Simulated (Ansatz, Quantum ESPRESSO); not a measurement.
# Li: work function by face, part 5 of 6

Aim: the work function of the low-index faces of Li, their order, and how far the functional matters.

Quantum ESPRESSO 7.5; plane-wave DFT, PBE, GBRV ultrasoft pseudopotentials; geometry and cross-check by Ansatz 0.2.0 with PAW datasets.

So far. Step 11 (Electrostatic potential of (100)): On (100) the work function under PBEsol lies +0.02 eV from PBE's. Step 12 (Geometry from Ansatz of (111)): The relaxation lowers the energy by 5 meV an atom. Held were the atoms numbered 3, 4, 5, 6 and 7; the forces quoted are those on the free ones.

## Step 13: Self-consistent run of (111), PBE

Level of this step: plane-wave DFT, PBE, GBRV ultrasoft pseudopotentials (Quantum ESPRESSO 7.5).

Input file 111.pbe.in:

```
&control
  prefix = '111.pbe'
  outdir = './out'
  pseudo_dir = './pseudo'
  calculation = 'scf'
  tprnfor = .true.
/
&system
  ibrav = 0
  nat = 9
  ntyp = 1
  ecutwfc = 40
  ecutrho = 200
  occupations = 'smearing'
  smearing = 'mv'
  degauss = 0.02
/
&electrons
  conv_thr = 1e-07
  mixing_beta = 0.4
  electron_maxstep = 120
  mixing_mode = 'local-TF'
/
ATOMIC_SPECIES
  Li  6.9400  li_pbe_v1.4.uspp.F.UPF
CELL_PARAMETERS angstrom
  4.93560533271608 0.00000000002887 0.00000000000000
  2.46780266633304 4.27435960120051 0.00000000000000
  0.00000000000000 0.00000000000000 24.05980975790000
ATOMIC_POSITIONS crystal
  Li  0.333333333333 0.333333333333 0.337420528088
  Li  0.666666666667 0.666666666667 0.382898279268
  Li  0.000000000000 0.000000000000 0.416252353600
  Li  0.333333333333 0.333333333333 0.458126176800
  Li  0.666666666667 0.666666666667 0.500000000000
  Li  0.000000000000 0.000000000000 0.541873823200
  Li  0.333333333333 0.333333333333 0.583747646400
  Li  0.666666666667 0.666666666667 0.617101717228
  Li  0.000000000000 0.000000000000 0.662579458891
K_POINTS automatic
  6 6 1 0 0 0
```

Command:

```sh
$ OMP_NUM_THREADS=1 mpirun -n 2 pw.x -nk 2 -in 111.pbe.in > 111.pbe.out
```

Output:

```text
[banner, memory and clock lines left out]
Program PWSCF v.7.5 starts

          URL

     Message from routine setup:
     using ibrav=0 with symmetry is DISCOURAGED, use correct ibrav instead

     G-vector sticks info

     bravais-lattice index     =            0
     lattice parameter (alat)  =       9.3269  a.u.
     unit-cell volume          =    3425.3131 (a.u.)^3
     number of atoms/cell      =            9
     number of atomic types    =            1
     number of electrons       =        27.00
     number of Kohn-Sham states=           18
     kinetic-energy cutoff     =      40.0000  Ry
     charge density cutoff     =     200.0000  Ry
     scf convergence threshold =      1.0E-07
     mixing beta               =       0.4000
     number of iterations used =            8  local-TF  mixing
     Exchange-correlation=  SLA  PW   PBX  PBC
                           (   1   4   3   4   0   0   0)

     celldm(1)=   9.326942  celldm(2)=   0.000000  celldm(3)=   0.000000
     celldm(4)=   0.000000  celldm(5)=   0.000000  celldm(6)=   0.000000

     crystal axes: (cart. coord. in units of alat)
               a(1) = (   1.000000   0.000000   0.000000 )
               a(2) = (   0.500000   0.866025   0.000000 )
               a(3) = (   0.000000   0.000000   4.874743 )

     reciprocal axes: (cart. coord. in units 2 pi/alat)
               b(1) = (  1.000000 -0.577350  0.000000 )
               b(2) = ( -0.000000  1.154701  0.000000 )
               b(3) = (  0.000000  0.000000  0.205139 )

     PseudoPot. # 1 for Li read from file:
     ./pseudo/li_pbe_v1.4.uspp.F.UPF
     Pseudo is Ultrasoft, Zval =  3.0
     Generated by new atomic code, or converted to UPF format
     Using radial grid of  751 points,  5 beta functions with:
                l(1) =   0
                l(2) =   0
                l(3) =   0
                l(4) =   1
                l(5) =   1
     Q(r) pseudized with 10 coefficients,  rinner =    1.150   1.150   1.150

     atomic species   valence    mass     pseudopotential
     Li                3.00     6.94000     Li( 1.00)

     12 Sym. Ops., with inversion, found ( 6 have fractional translation)

   Cartesian axes

     site n.     atom                  positions (alat units)
         1        Li     tau(   1) = (   0.5000000   0.2886751   1.6448385  )
         2        Li     tau(   2) = (   1.0000000   0.5773503   1.8665309  )
         3        Li     tau(   3) = (   0.0000000   0.0000000   2.0291234  )
         4        Li     tau(   4) = (   0.5000000   0.2886751   2.2332476  )
         5        Li     tau(   5) = (   1.0000000   0.5773503   2.4373717  )
         6        Li     tau(   6) = (   0.0000000   0.0000000   2.6414959  )
         7        Li     tau(   7) = (   0.5000000   0.2886751   2.8456200  )
         8        Li     tau(   8) = (   1.0000000   0.5773503   3.0082126  )
         9        Li     tau(   9) = (   0.0000000   0.0000000   3.2299049  )

     number of k points=     7  Marzari-Vanderbilt smearing, width (Ry)=  0.0200
                       cart. coord. in units 2pi/alat
        k(    1) = (   0.0000000   0.0000000   0.0000000), wk =   0.0555556
        k(    2) = (  -0.0000000   0.1924501   0.0000000), wk =   0.3333333
        k(    3) = (  -0.0000000   0.3849002   0.0000000), wk =   0.3333333
        k(    4) = (   0.0000000  -0.5773503   0.0000000), wk =   0.1666667
        k(    5) = (   0.1666667   0.2886751   0.0000000), wk =   0.3333333
        k(    6) = (   0.1666667  -0.6735753   0.0000000), wk =   0.6666667
        k(    7) = (   0.3333333  -0.5773503   0.0000000), wk =   0.1111111

     Dense  grid:   163465 G-vectors     FFT dimensions: (  45,  45, 216)

     Smooth grid:   117081 G-vectors     FFT dimensions: (  45,  45, 192)

     Initial potential from superposition of free atoms

     starting charge      22.9433, renormalised to      27.0000

     negative rho (up, down):  2.493E-04 0.000E+00
     Starting wfcs are   45 randomized atomic wfcs

     per-process dynamical memory:   106.3 Mb

     Self-consistent Calculation

     iteration #  1     ecut=    40.00 Ry     beta= 0.40
     Davidson diagonalization with overlap
     ethr =  1.00E-02,  avg # of iterations =  1.9

     negative rho (up, down):  3.496E-06 0.000E+00

     total energy              =    -130.67765666 Ry
     estimated scf accuracy    <       1.64851582 Ry

     iteration #  2     ecut=    40.00 Ry     beta= 0.40
     Davidson diagonalization with overlap
     ethr =  6.11E-03,  avg # of iterations =  1.0

     total energy              =    -130.07113137 Ry
     estimated scf accuracy    <       0.92793987 Ry

     iteration #  3     ecut=    40.00 Ry     beta= 0.40
     Davidson diagonalization with overlap
     ethr =  3.44E-03,  avg # of iterations =  1.0

     total energy              =    -130.11494943 Ry
     estimated scf accuracy    <       0.03689515 Ry

     iteration #  4     ecut=    40.00 Ry     beta= 0.40
     Davidson diagonalization with overlap
     ethr =  1.37E-04,  avg # of iterations =  4.9

     total energy              =    -130.14376202 Ry
     estimated scf accuracy    <       0.00963088 Ry

     iteration #  5     ecut=    40.00 Ry     beta= 0.40
     Davidson diagonalization with overlap
     ethr =  3.57E-05,  avg # of iterations =  2.3

     total energy              =    -130.14278297 Ry
     estimated scf accuracy    <       0.00529966 Ry

     iteration #  6     ecut=    40.00 Ry     beta= 0.40
     Davidson diagonalization with overlap
     ethr =  1.96E-05,  avg # of iterations =  1.9

     total energy              =    -130.14312522 Ry
     estimated scf accuracy    <       0.00038682 Ry

     iteration #  7     ecut=    40.00 Ry     beta= 0.40
     Davidson diagonalization with overlap
     ethr =  1.43E-06,  avg # of iterations =  5.0

     total energy              =    -130.14324151 Ry
     estimated scf accuracy    <       0.00024349 Ry

     iteration #  8     ecut=    40.00 Ry     beta= 0.40
     Davidson diagonalization with overlap
     ethr =  9.02E-07,  avg # of iterations =  1.6

     total energy              =    -130.14322534 Ry
     estimated scf accuracy    <       0.00014297 Ry

     iteration #  9     ecut=    40.00 Ry     beta= 0.40
     Davidson diagonalization with overlap
     ethr =  5.30E-07,  avg # of iterations =  4.6

     total energy              =    -130.14323441 Ry
     estimated scf accuracy    <       0.00006823 Ry

     iteration # 10     ecut=    40.00 Ry     beta= 0.40
     Davidson diagonalization with overlap
     ethr =  2.53E-07,  avg # of iterations =  2.6

     total energy              =    -130.14325015 Ry
     estimated scf accuracy    <       0.00001740 Ry

     iteration # 11     ecut=    40.00 Ry     beta= 0.40
     Davidson diagonalization with overlap
     ethr =  6.45E-08,  avg # of iterations =  4.3

     negative rho (up, down):  7.601E-08 0.000E+00

     total energy              =    -130.14325889 Ry
     estimated scf accuracy    <       0.00000653 Ry

     iteration # 12     ecut=    40.00 Ry     beta= 0.40
     Davidson diagonalization with overlap
     ethr =  2.42E-08,  avg # of iterations =  2.0

     negative rho (up, down):  2.109E-06 0.000E+00

     total energy              =    -130.14326006 Ry
     estimated scf accuracy    <       0.00000145 Ry

     iteration # 13     ecut=    40.00 Ry     beta= 0.40
     Davidson diagonalization with overlap
     ethr =  5.38E-09,  avg # of iterations =  4.0

     negative rho (up, down):  3.931E-06 0.000E+00

     total energy              =    -130.14326035 Ry
     estimated scf accuracy    <       0.00000085 Ry

     iteration # 14     ecut=    40.00 Ry     beta= 0.40
     Davidson diagonalization with overlap
     ethr =  3.15E-09,  avg # of iterations =  1.1

     negative rho (up, down):  1.608E-05 0.000E+00

     total energy              =    -130.14326066 Ry
     estimated scf accuracy    <       0.00000011 Ry

     iteration # 15     ecut=    40.00 Ry     beta= 0.40
     Davidson diagonalization with overlap
     ethr =  3.89E-10,  avg # of iterations =  4.1

     negative rho (up, down):  2.435E-05 0.000E+00

     End of self-consistent calculation

          k = 0.0000 0.0000 0.0000 ( 14683 PWs)   bands (ev):

   -48.9936 -48.9936 -48.2319 -48.2318 -47.9830 -47.9584 -47.9582 -47.8580
   -47.8570  -4.7019  -3.9735  -2.8324  -1.6457  -0.3845   0.7752   0.9879
     0.9880   1.1318

          k =-0.0000 0.1925 0.0000 ( 14696 PWs)   bands (ev):

   -48.9936 -48.9936 -48.2319 -48.2318 -47.9829 -47.9584 -47.9582 -47.8581
   -47.8571  -4.5306  -3.8008  -2.6514  -1.4671  -0.4792  -0.2696  -0.0507
     0.3576   0.8130

          k =-0.0000 0.3849 0.0000 ( 14630 PWs)   bands (ev):

   -48.9936 -48.9935 -48.2318 -48.2317 -47.9826 -47.9584 -47.9582 -47.8582
   -47.8574  -4.0159  -3.2836  -2.1192  -1.9573  -1.2506  -0.9400  -0.7213
     0.0078   0.1551

          k = 0.0000-0.5774 0.0000 ( 14618 PWs)   bands (ev):

   -48.9935 -48.9935 -48.2318 -48.2317 -47.9825 -47.9583 -47.9582 -47.8582
   -47.8576  -3.1621  -3.1566  -2.4298  -2.4116  -1.3439  -1.1266  -0.9454
    -0.1830  -0.0660

          k = 0.1667 0.2887 0.0000 ( 14627 PWs)   bands (ev):

   -48.9936 -48.9936 -48.2319 -48.2317 -47.9827 -47.9584 -47.9582 -47.8582
   -47.8573  -4.1877  -3.4558  -2.2922  -1.1898  -1.1821  -1.1267  -0.5065
    -0.3899   0.2424

          k = 0.1667-0.6736 0.0000 ( 14614 PWs)   bands (ev):

   -48.9935 -48.9935 -48.2318 -48.2317 -47.9825 -47.9583 -47.9582 -47.8581
   -47.8577  -3.5032  -2.7741  -2.4769  -1.7779  -1.5595  -1.5561  -0.7999
    -0.6857  -0.1606

          k = 0.3333-0.5774 0.0000 ( 14616 PWs)   bands (ev):

   -48.9935 -48.9935 -48.2318 -48.2317 -47.9825 -47.9583 -47.9583 -47.8580
   -47.8580  -2.6690  -2.6655  -2.6655  -1.9255  -1.9255  -1.8948  -0.7846
    -0.7846  -0.4900

     the Fermi energy is    -1.4131 ev

!    total energy              =    -130.14326075 Ry
     estimated scf accuracy    <       0.00000001 Ry
     smearing contrib. (-TS)   =      -0.00115269 Ry
     internal energy E=F+TS    =    -130.14210806 Ry

     The total energy is F=E-TS. E is the sum of the following terms:
     one-electron contribution =    -461.21392721 Ry
     hartree contribution      =     217.24087784 Ry
     xc contribution           =     -30.22174075 Ry
     ewald contribution        =     144.05268206 Ry

     convergence has been achieved in  15 iterations

     Forces acting on atoms (cartesian axes, Ry/au):

     atom    1 type  1   force =     0.00000000    0.00000000    0.00053267
     atom    2 type  1   force =     0.00000000    0.00000000    0.00004156
     atom    3 type  1   force =    -0.00000000    0.00000000   -0.00218062
     atom    4 type  1   force =     0.00000000   -0.00000000    0.00039528
     atom    5 type  1   force =     0.00000000    0.00000000    0.00000000
     atom    6 type  1   force =    -0.00000000    0.00000000   -0.00039528
     atom    7 type  1   force =     0.00000000    0.00000000    0.00218062
     atom    8 type  1   force =     0.00000000    0.00000000   -0.00004156
     atom    9 type  1   force =    -0.00000000   -0.00000000   -0.00053267

     Total force =     0.003224     Total SCF correction =     0.000079

     XML data file, charge density, pseudopotentials, collected wavefunctions

                                        0.00s GPU  (     237 calls)
```

The job ended after 43 s (2 MPI ranks of Arm Neoverse V2, shared host; peak memory 0.47 GiB).

Read from the output:

```
free energy  : -1770.6893 eV
Fermi energy : -1.413 eV
```

## Step 14: Electrostatic potential of (111)

Input file 111.pbe.pot.in:

```
&inputpp
  prefix = '111.pbe'
  outdir = './out'
  filplot = '111.pbe.pot.dat'
  plot_num = 11
/
```

Command:

```sh
$ OMP_NUM_THREADS=1 mpirun -n 2 pp.x -in 111.pbe.pot.in > 111.pbe.pot.out
```

Output:

```text
[banner, memory and clock lines left out]
Program POST-PROC v.7.5 starts

          URL

     ./out/111.pbe.save/

     IMPORTANT: XC functional enforced from input :
     Exchange-correlation= PBE
                           (   1   4   3   4   0   0   0)
     Any further DFT definition will be discarded
     Please, verify this is what you really want

     negative rho (up, down):  2.435E-05 0.000E+00

     Calling punch_plot, plot_num =  11
     Writing data to file  111.pbe.pot.dat
     Message from routine chdens:
     namelist plot not found or invalid, exiting
```

The job ended after 0.99 s (2 MPI ranks; peak memory 0.12 GiB; 1.8 s of CPU time).

Numbers from this step:

```
work function of the upper face                                       : 2.880 eV
slope of the potential above                                          : 6.49e-4 eV/Å
upper vacuum line continued to the top atoms, over the Fermi level    : 2.877 eV
work function of the lower face                                       : 2.881 eV
slope of the potential below                                          : -4.91e-4 eV/Å
lower vacuum line continued to the bottom atoms, over the Fermi level : 2.878 eV
```

Electrostatic potential energy of an electron; zero at the Fermi level. Table of potential energy, planar mean by z:

z (Å), potential energy, planar mean (eV) and a bar from the least value:
```
      0.0       2.88 ##############################
      0.5       2.88 ##############################
      1.0       2.88 ##############################
      1.5       2.88 ##############################
      2.0       2.88 ##############################
      2.5       2.88 ##############################
      3.0       2.88 ##############################
      3.5       2.88 ##############################
      4.0       2.88 ##############################
      4.5       2.87 ##############################
      5.0       2.86 ##############################
      5.5       2.83 ##############################
      6.0       2.75 #############################
      6.5       2.57 ###########################
      7.0       2.15 ########################
      7.5       1.25 ################
      8.0       0.13 #######
      8.5      -0.15 #####
      9.0      -0.31 ###
      9.5      -0.65 
     10.0      -0.40 ##
     10.5      -0.19 ####
     11.0      -0.10 #####
     11.5      -0.08 #####
     12.0      -0.07 #####
     12.5      -0.08 #####
     13.0      -0.09 #####
     13.5      -0.18 ####
     14.0      -0.36 ###
     14.5      -0.69 
     15.0      -0.34 ###
     15.5      -0.13 #####
     16.0       0.06 ######
     16.5       1.09 ###############
     17.0       2.08 #######################
     17.5       2.54 ###########################
     18.0       2.74 #############################
     18.5       2.82 ##############################
     19.0       2.86 ##############################
     19.5       2.87 ##############################
     20.0       2.88 ##############################
     20.5       2.88 ##############################
     21.0       2.88 ##############################
     21.5       2.88 ##############################
     22.0       2.88 ##############################
     22.5       2.88 ##############################
     23.0       2.88 ##############################
     23.5       2.88 ##############################
```

[end of part 5 of 6]

[Logs are printed without paths, hosts, clocks, repeated set-up lines and the standing remarks that a program may print on its own settings, such as how far it seeks lower states.]

[Hosts, paths, dates, database ids (printed as entryN), source tags and the programs' standing remarks are cut or masked in the printed files.]

[Maps of the electrostatic potential energy from Ansatz leave out the sawtooth potential of an applied field or a dipole correction, so their vacuum need not be flat; planar profiles and work functions include it.]
